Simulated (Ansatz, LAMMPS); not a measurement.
# Gap against volume in amorphous polycarbonate of ethylene (as short chains C26O24H38), from a frame at 300 K, (176 atoms)

Density of this cell: 1.29 g/cm³. The cell holds 176 atoms: 52 C, 48 O and 76 H. Its edges and angles: a = 12.605 Å, b = 11.875 Å, c = 12.593 Å, α = 88.9°, β = 89.9°, γ = 89.4°. The starting structure: 2 polycarbonate of ethylene chains of 8 units with methyl end groups placed at random, at 1.22 g/cm³; overlaps pushed apart, then 20 ps at 800 K with MMFF94 bonds, angles, torsions, charges and radii (Halgren, J. Comput. Chem. 17, 490 (1996)) in harmonic and 12-6 forms. Snapshot after 30 ps at 300 K and fixed volume.

Calculated with Ansatz 0.2.0: Kohn-Sham DFT, PBE+D4, PAW (set soft_2), plane waves; cutoff 420 eV, Γ point, gaussian smearing of 0.025 eV. The relaxed cell was scaled evenly and the atoms were relaxed at each volume. The gap is that between the highest filled and the lowest empty Kohn-Sham level on the run's k-points.

| volume (Å³/atom) | gap (eV) |
| --- | --- |
| 9.6376 | 5.733 |
| 10.066 | ? |
| 10.387 | 5.664 |
| 10.708 | 5.637 |
| 11.030 | 5.613 |
| 11.351 | 5.592 |

Task: Fit a straight line in ln V to the rows given and interpolate to the withheld row.

Worked fit:

A volume deformation potential makes the spacing linear in u = ln(V/V0), with V0 = 10.708 Å³ the relaxed volume; v is the spacing.

```
u = ln(V/V0)  v (eV)
   -0.105360  5.7328
  -0.0304589  5.6636
           0  5.6366
   0.0295590  5.6133
   0.0582685  5.5922
```

With n = 5: mean u = -0.00959833, mean v = 5.6477, Σ(u − ū)² = 0.015837, Σ(u − ū)(v − v̄) = -0.013701. Slope b = -0.013701 / 0.015837 = -0.86515; intercept a = v̄ − b ū = 5.6394.

At the withheld volume u = -0.06188, and v = a + b u.

Prediction at 10.066: 5.693 eV. The run gave 5.677 eV, so the fit is high by 0.016 eV (0.29 % of the value).

The slope, -0.87 eV, says that the spacing narrows on expansion. Among the rows given, the largest miss of the fit is at 11.351, by 0.0032 eV (2.3 % of the range of the table).

Limits: The table spans 16 % in volume, wide for a linear law. Semilocal functionals tend to put gaps under measured ones. Only the Γ point is sampled. Atoms move by up to 1.1 Å in these relaxations, so the structure changes along the series. Defect or tail levels can set the spacing of a disordered cell.

[Logs are printed without paths, hosts, clocks, repeated set-up lines and the standing remarks that a program may print on its own settings, such as how far it seeks lower states.]

[Hosts, paths, dates, database ids (printed as entryN), source tags and the programs' standing remarks are cut or masked in the printed files.]

[The MMFF94 radii named for the starting cell were scaled by 0.96; in molecules described by MMFF94, hydrogen bound to N, O or S took a small fixed 12-6 site in their place.]
